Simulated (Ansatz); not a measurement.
# OsRh, from a guessed structure to a relaxed one

This structure for OsRh is made up. Its elements were placed in a known structure type with a cell scaled to their sizes. What cell does the guess relax to, and how far off was it?

Method: DFT, PBE, plane-wave PAW, files of the set soft_1, scalar-relativistic, no spin, cell and ions relaxed at zero pressure; PAW set soft_1, in Ansatz 0.2.0.

**1. The starting structure**

Symmetry: Pm-3m, No. 221, cubic system. Conventional cell: a = 2.910 Å, b = 2.910 Å, c = 2.910 Å, α = 90.00°, β = 90.00°, γ = 90.00°. Nearest to Os lie 8 Rh at 2.52 Å. Nearest to Rh lie 8 Os at 2.52 Å. Farther neighbours are not listed.

**2. Relaxation of the guess**

The guess takes its coordinates from another compound and its volume from a rule, so the cell and any free coordinates are relaxed together.

input.yaml

```yaml
crystal:
  lattice:
    - [2.91, 0.0, 0.0]
    - [0.0, 2.91, 0.0]
    - [0.0, 0.0, 2.91]
  atoms:
    - { symbol: Os, position: [0.0, 0.0, 0.0] }
    - { symbol: Rh, position: [0.5, 0.5, 0.5] }
kpoints:
  mp_grid: { grid: [9, 9, 9] }
scf:
  occupations: { method: fermi_dirac, width: 0.05 }
hamiltonian:
  xc: pbe
  pseudopotentials: { kind: paw, azcp: { folder: soft_1 } }
relax:
  f_tol: 0.015
  max_steps: 70
  cell: {}
output:
  forces: true
  stress: true
```

Command:

```console
$ ansatz run input.yaml --threads 4 --pin off --max-ram 8192MiB --backend cpu --events-out ev --progress --plain --runs-dir out
```

Numbers of over 12 decimals in the logs are rounded to 6 here.

Output:

```text
Engine: ansatz 0.2.0, aarch64-unknown-linux-gnu
Pseudopotentials: kind: paw
Pseudopotential: Os, paw, valence charge 16, recommended cutoff 420 eV (normal), soft_1/Os.paw.azcp
Pseudopotential: Rh, paw, valence charge 17, recommended cutoff 420 eV (normal), soft_1/Rh.paw.azcp
Functional definition: PBE
  parameter kappa = 0.804
  parameter beta = 0.066725
  exchange = pbe_x(kappa = kappa, mu = beta*pi^2/3)
  correlation = pbe_c(beta = beta)
Crystal: 2 atoms, lattice volume = 24.642 Å³
Basis set: ecut = 420 eV, 461 PW (Γ), exchange–correlation on 40×40×40 points (8 copies of the dense FFT grid, shifted against one another)
Bands: 21, of which v1, the nominal top of the filled ones, is band 17 counted from 1 (16 counted from 0)
Symmetry: 48 space group operations
Space group: Pm-3m (ITA 221), of the structure as read, at distance tolerance 2.9e-5 Å
k-points: 35 of 729
Non-local potential: Os, projectors of the file, l = 0: 3, l = 1: 2, l = 2: 2, l = 3: 1
Non-local potential: Rh, projectors of the file, l = 0: 3, l = 1: 2, l = 2: 2, l = 3: 1
PAW form: soft (Blöchl's): semilocal exchange-correlation on the pseudo side does not see the compensation charge
PAW one-centre angular grid: Os, 590 points (default); XC on 64 Gauss nodes
PAW one-centre angular grid: Rh, 590 points (default); XC on 64 Gauss nodes
Initial density: superposition of atomic densities (chi_scale 0.1, normalization cell, long waves kept (reshape's long-wave potential 0.00 eV rms))
Initial wavefunctions: pseudopotential atomic-orbital guess
Functional: x = pbe(κ = 0.804, μ = 0.219515), c = pbe(β = 0.066725)
SCF iter   1: F=—  HF=-17787.807153 eV  |F-HF|=—  |Δ(HF+E_count)|=         —  Δρ=1.52e-1  dr2=8.13e0  ethr=3.10e-3  ⟨swp⟩=5.3  Hψ=2989  notcnv=0
preconditioner: auto → none  [metal: Δε(μ)=0.034 eV  Ē_g=8.874 eV  σ=0.050 eV  W_gap=0.17  n_scr=6 (ndim 8)  ℏωp=30.8 eV  f_vac=0.000  D(μ)=3.29/eV (n_scr^D=56)  sad-step TF]
SCF iter   2: F=—  HF=-17787.141434 eV  |F-HF|=—  |Δ(HF+E_count)|=   6.66e-1  Δρ=9.88e-2  dr2=3.67e0  ethr=3.10e-3  ⟨swp⟩=2.1  Hψ=1155  notcnv=0  defer=1
SCF iter   3: F=—  HF=-17786.679042 eV  |F-HF|=—  |Δ(HF+E_count)|=   4.62e-1  Δρ=1.63e-2  dr2=1.03e-1  ethr=3.10e-3  ⟨swp⟩=2.1  Hψ=1102  notcnv=0  defer=1
SCF iter   4: F=—  HF=-17786.664405 eV  |F-HF|=—  |Δ(HF+E_count)|=   1.46e-2  Δρ=2.70e-3  dr2=1.71e-3  ethr=3.11e-4  ⟨swp⟩=2.0  Hψ=1149  notcnv=0  defer=2
SCF iter   5: F=—  HF=-17786.664234 eV  |F-HF|=—  |Δ(HF+E_count)|=   1.72e-4  Δρ=5.73e-4  dr2=1.11e-4  ethr=5.17e-6  ⟨swp⟩=2.1  Hψ=983  notcnv=0  defer=2
SCF iter   6: F=—  HF=-17786.664211 eV  |F-HF|=—  |Δ(HF+E_count)|=   2.32e-5  Δρ=1.22e-4  dr2=4.86e-6  ethr=3.36e-7  ⟨swp⟩=2.5  Hψ=1083  notcnv=0  defer=2
SCF iter   7: F=—  HF=-17786.664185 eV  |F-HF|=—  |Δ(HF+E_count)|=   2.53e-5  Δρ=1.55e-5  dr2=6.23e-8  ethr=3.03e-10  ⟨swp⟩=3.5  Hψ=2762  notcnv=0
SCF iter   8: F=-17786.664185 eV  HF=-17786.664185 eV  |F-HF|=4.37e-11  |Δ(HF+E_count)|=   8.41e-9  Δρ=5.32e-7  dr2=4.78e-11  ethr=1.89e-10  ⟨swp⟩=2.5  Hψ=2223  notcnv=0
SCF 1 converged in 8 iterations: F = -17786.664185 eV  dr2 = 4.78e-11
  greatest PAW one-centre occupation: 1.000 electrons in one spin orbital (limit 2), on the Rh atom at site 1 (counted from 0), in its partial waves of l = 0
relax step   1: F+E_penalty+E_count = -17786.66418529 eV  Δ(F+E_penalty+E_count) = +0.000e0 eV  max|allowed force component| = 6.377e-29 eV/Å  Δτ_max = 0.0000 Å  P = +73.660 GPa  Ω = 24.642 Å³  (8 SCF iters, dr2 threshold 1.00e-7 eV, accepted)
Crystal: 2 atoms, lattice volume = 28.425 Å³
Basis set: ecut = 420 eV, 587 PW (Γ), exchange–correlation on 40×40×40 points (8 copies of the dense FFT grid, shifted against one another)
Initial density: handed on by an earlier stage of this run
Initial wavefunctions: those handed on with the density
iter 1 solved again at ethr=8.87e-4 eV; its pass at ethr=3.10e-3 eV (dr2=2.93e-1 eV) is discarded
SCF iter   1: F=—  HF=-17787.546274 eV  |F-HF|=—  |Δ(HF+E_count)|=         —  Δρ=2.34e-2  dr2=2.89e-1  ethr=8.87e-4  ⟨swp⟩=1.0  Hψ=3884  notcnv=0
preconditioner: auto → none  [metal: Δε(μ)=0.013 eV  Ē_g=7.501 eV  σ=0.050 eV  W_gap=0.07  n_scr=6 (ndim 8)  ℏωp=28.7 eV  f_vac=0.000  D(μ)=4.03/eV (n_scr^D=80)]
SCF iter   2: F=—  HF=-17787.521525 eV  |F-HF|=—  |Δ(HF+E_count)|=   2.47e-2  Δρ=9.37e-3  dr2=4.52e-2  ethr=8.77e-4  ⟨swp⟩=1.3  Hψ=747  notcnv=0
SCF iter   3: F=—  HF=-17787.517119 eV  |F-HF|=—  |Δ(HF+E_count)|=   4.41e-3  Δρ=1.16e-3  dr2=4.95e-4  ethr=1.37e-4  ⟨swp⟩=1.1  Hψ=738  notcnv=0
SCF iter   4: F=—  HF=-17787.517119 eV  |F-HF|=—  |Δ(HF+E_count)|=   7.41e-8  Δρ=2.63e-4  dr2=7.56e-6  ethr=1.50e-6  ⟨swp⟩=2.1  Hψ=982  notcnv=0
SCF iter   5: F=—  HF=-17787.516967 eV  |F-HF|=—  |Δ(HF+E_count)|=   1.51e-4  Δρ=3.92e-5  dr2=9.52e-8  ethr=6.06e-10  ⟨swp⟩=2.9  Hψ=2925  notcnv=0
SCF iter   6: F=-17787.516967 eV  HF=-17787.516967 eV  |F-HF|=2.91e-11  |Δ(HF+E_count)|=   8.49e-8  Δρ=2.41e-6  dr2=7.01e-10  ethr=2.89e-10  ⟨swp⟩=2.0  Hψ=2290  notcnv=0
SCF 2 converged in 6 iterations: F = -17787.516967 eV  dr2 = 7.01e-10
relax step   2: F+E_penalty+E_count = -17787.51696744 eV  Δ(F+E_penalty+E_count) = -8.528e-1 eV  max|allowed force component| = 9.401e-30 eV/Å  Δτ_max = 0.0000 Å  P = +7.360 GPa  Ω = 28.425 Å³  energy of the carried Pulay correction = -4.805e-3 eV  (6 SCF iters, dr2 threshold 2.00e-7 eV, accepted)
Crystal: 2 atoms, lattice volume = 28.917 Å³
iter 1 solved again at ethr=1.21e-5 eV; its pass at ethr=3.10e-3 eV (dr2=4.00e-3 eV) is discarded
SCF iter   1: F=—  HF=-17787.531035 eV  |F-HF|=—  |Δ(HF+E_count)|=         —  Δρ=2.84e-3  dr2=4.21e-3  ethr=1.21e-5  ⟨swp⟩=1.0  Hψ=3681  notcnv=0
preconditioner: auto → none  [metal: Δε(μ)=0.013 eV  Ē_g=7.291 eV  σ=0.050 eV  W_gap=0.07  n_scr=6 (ndim 8)  ℏωp=28.5 eV  f_vac=0.000  D(μ)=3.83/eV (n_scr^D=56)]
SCF iter   2: F=—  HF=-17787.530666 eV  |F-HF|=—  |Δ(HF+E_count)|=   3.69e-4  Δρ=1.10e-3  dr2=6.25e-4  ethr=1.21e-5  ⟨swp⟩=1.0  Hψ=735  notcnv=0
SCF iter   3: F=—  HF=-17787.530605 eV  |F-HF|=—  |Δ(HF+E_count)|=   6.17e-5  Δρ=1.76e-4  dr2=1.26e-5  ethr=1.89e-6  ⟨swp⟩=1.0  Hψ=735  notcnv=0
SCF iter   4: F=—  HF=-17787.530446 eV  |F-HF|=—  |Δ(HF+E_count)|=   1.59e-4  Δρ=3.20e-5  dr2=8.12e-8  ethr=6.06e-10  ⟨swp⟩=3.1  Hψ=2762  notcnv=0
iter 5 did not close the SCF: its close was put off for the readings that it lacked (scf_convergence_deferred on its scf_iter line)
SCF iter   5: F=-17787.530446 eV  HF=-17787.530446 eV  |F-HF|=2.04e-10  |Δ(HF+E_count)|=   2.81e-8  Δρ=4.06e-6  dr2=1.59e-9  ethr=2.46e-10  ⟨swp⟩=2.1  Hψ=1288  notcnv=0
SCF iter   6: F=-17787.530446 eV  HF=-17787.530446 eV  |F-HF|=1.38e-10  |Δ(HF+E_count)|=  9.09e-10  Δρ=7.25e-7  dr2=1.55e-10  ethr=4.83e-12  ⟨swp⟩=1.0  Hψ=1953  notcnv=0
SCF 3 converged in 6 iterations: F = -17787.530446 eV  dr2 = 1.55e-10
relax step   3: F+E_penalty+E_count = -17787.53044590 eV  Δ(F+E_penalty+E_count) = -1.348e-2 eV  max|allowed force component| = 5.193e-30 eV/Å  Δτ_max = 0.0000 Å  P = +1.878 GPa  Ω = 28.917 Å³  energy of the carried Pulay correction = -5.380e-3 eV  (6 SCF iters, dr2 threshold 2.00e-7 eV, accepted)
Crystal: 2 atoms, lattice volume = 29.089 Å³
iter 1 solved again at ethr=1.48e-6 eV; its pass at ethr=3.10e-3 eV (dr2=4.88e-4 eV) is discarded
SCF iter   1: F=—  HF=-17787.531503 eV  |F-HF|=—  |Δ(HF+E_count)|=         —  Δρ=9.89e-4  dr2=5.11e-4  ethr=1.48e-6  ⟨swp⟩=1.7  Hψ=3452  notcnv=0
preconditioner: auto → none  [metal: Δε(μ)=0.015 eV  Ē_g=7.236 eV  σ=0.050 eV  W_gap=0.07  n_scr=6 (ndim 8)  ℏωp=28.4 eV  f_vac=0.000  D(μ)=3.85/eV (n_scr^D=56)]
SCF iter   2: F=—  HF=-17787.531460 eV  |F-HF|=—  |Δ(HF+E_count)|=   4.28e-5  Δρ=3.77e-4  dr2=7.37e-5  ethr=1.48e-6  ⟨swp⟩=1.0  Hψ=735  notcnv=0
SCF iter   3: F=—  HF=-17787.531296 eV  |F-HF|=—  |Δ(HF+E_count)|=   1.64e-4  Δρ=7.12e-5  dr2=2.13e-6  ethr=2.23e-7  ⟨swp⟩=1.0  Hψ=735  notcnv=0
iter 4 did not close the SCF: its close was put off for the readings that it lacked (scf_convergence_deferred on its scf_iter line)
SCF iter   4: F=-17787.531296 eV  HF=-17787.531296 eV  |F-HF|=2.86e-9  |Δ(HF+E_count)|=   2.18e-7  Δρ=1.19e-5  dr2=1.13e-8  ethr=6.44e-9  ⟨swp⟩=2.4  Hψ=978  notcnv=0
iter 5 did not close the SCF: its close was put off for the readings that it lacked (scf_convergence_deferred on its scf_iter line)
SCF iter   5: F=-17787.531296 eV  HF=-17787.531296 eV  |F-HF|=1.16e-10  |Δ(HF+E_count)|=   2.74e-9  Δρ=1.77e-6  dr2=2.04e-10  ethr=3.42e-11  ⟨swp⟩=2.2  Hψ=1234  notcnv=0
SCF iter   6: F=-17787.531296 eV  HF=-17787.531296 eV  |F-HF|=0.00e0  |Δ(HF+E_count)|=  1.38e-10  Δρ=1.32e-7  dr2=2.83e-12  ethr=1.00e-12  ⟨swp⟩=1.0  Hψ=2156  notcnv=0
SCF 4 converged in 6 iterations: F = -17787.531296 eV  dr2 = 2.83e-12
relax step   4: F+E_penalty+E_count = -17787.53129561 eV  Δ(F+E_penalty+E_count) = -8.497e-4 eV  max|allowed force component| = 9.664e-30 eV/Å  Δτ_max = 0.0000 Å  P = +0.080 GPa  Ω = 29.089 Å³  energy of the carried Pulay correction = -5.580e-3 eV  (6 SCF iters, dr2 threshold 2.00e-7 eV, accepted)
Crystal: 2 atoms, lattice volume = 29.097 Å³
iter 1 solved again at ethr=2.90e-9 eV; its pass at ethr=3.10e-3 eV (dr2=9.59e-7 eV) is discarded
SCF iter   1: F=—  HF=-17787.531442 eV  |F-HF|=—  |Δ(HF+E_count)|=         —  Δρ=4.37e-5  dr2=9.83e-7  ethr=2.90e-9  ⟨swp⟩=1.9  Hψ=3534  notcnv=0
preconditioner: auto → none  [metal: Δε(μ)=0.015 eV  Ē_g=7.232 eV  σ=0.050 eV  W_gap=0.08  n_scr=6 (ndim 8)  ℏωp=28.4 eV  f_vac=0.000  D(μ)=3.84/eV (n_scr^D=56)]
SCF iter   2: F=—  HF=-17787.531289 eV  |F-HF|=—  |Δ(HF+E_count)|=   1.53e-4  Δρ=1.71e-5  dr2=1.53e-7  ethr=2.90e-9  ⟨swp⟩=1.0  Hψ=735  notcnv=0
iter 3 did not close the SCF: its close was put off for the readings that it lacked (scf_convergence_deferred on its scf_iter line)
SCF iter   3: F=-17787.531289 eV  HF=-17787.531289 eV  |F-HF|=5.13e-9  |Δ(HF+E_count)|=   1.59e-8  Δρ=3.88e-6  dr2=5.70e-9  ethr=4.64e-10  ⟨swp⟩=1.0  Hψ=735  notcnv=0
iter 4 did not close the SCF: its close was put off for the readings that it lacked (scf_convergence_deferred on its scf_iter line)
SCF iter   4: F=-17787.531289 eV  HF=-17787.531289 eV  |F-HF|=1.82e-11  |Δ(HF+E_count)|=  8.59e-10  Δρ=6.90e-7  dr2=3.25e-11  ethr=1.73e-11  ⟨swp⟩=2.0  Hψ=981  notcnv=0
iter 5 did not close the SCF: its close was put off for the readings that it lacked (scf_convergence_deferred on its scf_iter line)
SCF iter   5: F=-17787.531289 eV  HF=-17787.531289 eV  |F-HF|=0.00e0  |Δ(HF+E_count)|=  1.46e-11  Δρ=6.34e-8  dr2=3.12e-13  ethr=1.00e-12  ⟨swp⟩=1.0  Hψ=735  notcnv=0
SCF iter   6: F=-17787.531289 eV  HF=-17787.531289 eV  |F-HF|=0.00e0  |Δ(HF+E_count)|=  7.28e-12  Δρ=1.32e-8  dr2=1.13e-14  ethr=1.00e-12  ⟨swp⟩=1.0  Hψ=1610  notcnv=0
SCF 5 converged in 6 iterations: F = -17787.531289 eV  dr2 = 1.13e-14
relax step   5: F+E_penalty+E_count = -17787.53128867 eV  Δ(F+E_penalty+E_count) = +6.942e-6 eV  max|allowed force component| = 1.788e-29 eV/Å  Δτ_max = 0.0000 Å  P = +0.001 GPa  Ω = 29.097 Å³  energy of the carried Pulay correction = -5.588e-3 eV  (6 SCF iters, dr2 threshold 1.60e-8 eV, accepted)
Basis set: ecut = 420 eV, 587 PW (Γ), exchange–correlation on 48×48×48 points (8 copies of the dense FFT grid, shifted against one another)
Initial wavefunctions: pseudopotential atomic-orbital guess (no wavefunctions were taken with the density)
iter 1 solved again at ethr=4.16e-7 eV; its pass at ethr=3.10e-3 eV (dr2=1.37e-4 eV) is discarded
SCF iter   1: F=—  HF=-17787.525778 eV  |F-HF|=—  |Δ(HF+E_count)|=         —  Δρ=4.43e-3  dr2=1.29e-4  ethr=4.16e-7  ⟨swp⟩=2.9  Hψ=4682  notcnv=0
preconditioner: auto → none  [metal: Δε(μ)=0.015 eV  Ē_g=7.231 eV  σ=0.050 eV  W_gap=0.08  n_scr=6 (ndim 8)  ℏωp=28.4 eV  f_vac=0.000  D(μ)=3.84/eV (n_scr^D=56)]
SCF iter   2: F=—  HF=-17787.533382 eV  |F-HF|=—  |Δ(HF+E_count)|=   7.60e-3  Δρ=2.21e-3  dr2=3.25e-5  ethr=3.92e-7  ⟨swp⟩=1.2  Hψ=743  notcnv=0
SCF iter   3: F=—  HF=-17787.535854 eV  |F-HF|=—  |Δ(HF+E_count)|=   2.47e-3  Δρ=8.72e-5  dr2=1.56e-6  ethr=9.84e-8  ⟨swp⟩=2.4  Hψ=1033  notcnv=0
SCF iter   4: F=—  HF=-17787.535862 eV  |F-HF|=—  |Δ(HF+E_count)|=   8.10e-6  Δρ=1.29e-5  dr2=2.38e-8  ethr=4.74e-9  ⟨swp⟩=2.1  Hψ=1157  notcnv=0
SCF iter   5: F=—  HF=-17787.535862 eV  |F-HF|=—  |Δ(HF+E_count)|=   3.22e-8  Δρ=1.70e-6  dr2=5.79e-10  ethr=7.20e-11  ⟨swp⟩=2.1  Hψ=1052  notcnv=0
SCF iter   6: F=-17787.535862 eV  HF=-17787.535862 eV  |F-HF|=1.09e-11  |Δ(HF+E_count)|=  2.66e-10  Δρ=2.28e-7  dr2=1.48e-11  ethr=1.00e-12  ⟨swp⟩=3.9  Hψ=3311  notcnv=0
SCF 6 converged in 6 iterations: F = -17787.535862 eV  dr2 = 1.48e-11
relax step   6: F+E_penalty+E_count = -17787.53586217 eV  Δ(F+E_penalty+E_count) = -4.573e-3 eV  max|allowed force component| = 2.130e-29 eV/Å  Δτ_max = 0.0000 Å  P = -0.014 GPa  Ω = 29.097 Å³  stress off target by 1.39e-2 GPa  SCF on the basis re-selected at this cell (its energy is not comparable with the rows above)  (6 SCF iters)
basis re-selected at this cell: Δ(F+E_penalty+E_count) = -4.573e-3 eV, ΔP = -0.015 GPa vs the last step (what re-selecting the basis moved, of the pressure what is left beyond the Pulay correction that the steps carried, after the strain that the cell walked since its last selection, with what the two solves' SCF thresholds leave and, on support functions, any second-order correction that the steps lacked; it is no measure of the basis error at this ecutwfc). The dense FFT grid was sized anew with the basis: this SCF ran on 24×24×24 points, the steps before it on 20×20×20, so part of this shift can come from that change (see relax.cell in the input reference). [rest of the remark cut]
SCF converged after 6 iterations
Free energy (F): -17787.535862 eV
Harris-Foulkes:  -17787.535862 eV  (|F-HF|=1.09e-11)
Internal energy: -17787.504859 eV  (E = F + TS)
E sigma→0 (E₀):  -17787.520360 eV
Entropy (-TS):   -0.031003 eV (-15.502 meV/atom)
Fermi energy:    22.820382 eV
--- Per-component energies (eV) ---
  E_band       = -184.001989
  E_kinetic    = 1028.086213
  E_local      = -2499.467059  (includes V_loc(G=0)·N_el)
  E_nonlocal   = 495.756074
  E_hartree    = 914.321024
  E_xc         = -434.440475
  E_vxc        = -497.838867  (∫ρ·V_xc dr)
  E_paw        = -12650.860528  (= ΣΔE_a)
  E_vpaw       = -539.181125  (= ΣTr[D̂ρ^β])
  E_aug_tail   = 0.000582  (compensation charges beyond the density's cutoff)
  E_ewald      = -4640.900690
  E_smearing   = -0.031003  (= −TS)
  E_closure    = -0.000000  (closes the sum)
  Σ components = -17787.535862   (vs F -17787.535862, Δ=0.00e0)
--- Forces (eV/Å), atoms counted from 1 ---
  atom   1  Os     0.00000000     0.00000000     0.00000000
  atom   2  Rh     0.00000000     0.00000000    -0.00000000
  max |Σ_I F_I| component: 4.15e-29 eV/Å
--- Stress (GPa, compression-positive) ---
       -0.013933       0.000000       0.000000
        0.000000      -0.013933       0.000000
        0.000000       0.000000      -0.013933
  P = ⅓ Tr σ = -0.0139 GPa (-0.139 kbar)
--- Relaxed structure (5 steps of the walk, 5 accepted, 1 SCFs on fresh bases) ---
  F+E_penalty+E_count = -17787.53586217 eV   max|allowed force component| = 2.130e-29 eV/Å   (the final SCF, on the basis selected at the relaxed cell)
  cell:  # Å, volume = 29.0972 Å³
    - [3.075745, 0, 0]
    - [0, 3.075745, 0.0]
    - [0, 0.0, 3.075745]
  atoms:
    - { symbol: Os, position: [0, 0, 0] }
    - { symbol: Rh, position: [0.500000, 0.500000, 0.500000] }
```

Elapsed: 5.1 s, on 4 threads of Arm Neoverse V1, shared host; peak memory 0.39 GiB.

Relaxation path:

```csv
step,energy less that of the first step (eV),largest force component (eV/Å),pressure (GPa),volume (Å³)
1,0.0000,0.0000,73.66,24.64
2,-0.8528,0.0000,7.36,28.42
3,-0.8663,0.0000,1.88,28.92
4,-0.8671,0.0000,0.08,29.09
5,-0.8671,0.0000,0.00,29.10
6*,-0.8717,0.0000,-0.01,29.10
```

Relaxation steps marked * repeat the geometry before them on a plane-wave basis chosen anew for their cell, so energy and pressure can jump there.

Forces are held to the 48 operations that the run works with; a distortion that breaks them can't arise in this run.

| conventional cell, symmetrised | before | after | change |
| --- | --- | --- | --- |
| a (Å) | 2.910 | 3.076 | +5.7 % |
| b (Å) | 2.910 | 3.076 | +5.7 % |
| c (Å) | 2.910 | 3.076 | +5.7 % |
| volume (Å³/atom) | 12.32 | 14.55 | +18.1 % |

Final coordinates:

```
Os Rh
1.0
     3.07574    0.00000    0.00000
     0.00000    3.07574    0.00000
     0.00000    0.00000    3.07574
Os Rh
1 1
Direct
  0.00000 0.00000 0.00000
  0.50000 0.50000 0.50000
```

Numbers from this step:

```yaml
free_energy: -17787.5359 eV
energy_at_zero_smearing: -17787.5204 eV
smearing_term_ts: 0.03100 eV
fermi_energy: 22.82 eV
electrons: 33
symmetry_operations: 48
pressure: -0.01393 GPa
```

Shortest distances by pair of elements, guess and relaxed (not always the same contact):

```csv
pair,guess (Å),relaxed (Å)
Os–Rh,2.520,2.664
Os–Os,2.910,3.076
Rh–Rh,2.910,3.076
```

The relaxation ends with a pressure of -0.01 GPa.

**3. Results**

- space group, relaxed: Pm-3m
- conventional cell: a = 3.076, b = 3.076, c = 3.076 Å; α = 90.0°, β = 90.0°, γ = 90.0°
- volume per atom: 14.55 Å³ (guess 12.32)

In words: OsRh relaxes to Pm-3m with a = 3.076, b = 3.076 and c = 3.076 Å. The guessed volume was 15 % too small. The space group Pm-3m was held in the relaxation, so the end point is a stationary structure within it and may be a saddle against distortions or other arrangements. Mesh and cutoff weren't tested. Spin-orbit coupling is left out, which can matter for elements this heavy. No dispersion term is used, so weakly bound directions may come out too long. The runs have no spin, and magnetism wasn't tested. Nothing here tests whether the compound is stable against decomposition.

[Logs are printed without paths, hosts, clocks, repeated set-up lines and the standing remarks that a program may print on its own settings, such as how far it seeks lower states.]

[Hosts, paths, dates, database ids (printed as entryN), source tags and the programs' standing remarks are cut or masked in the printed files.]
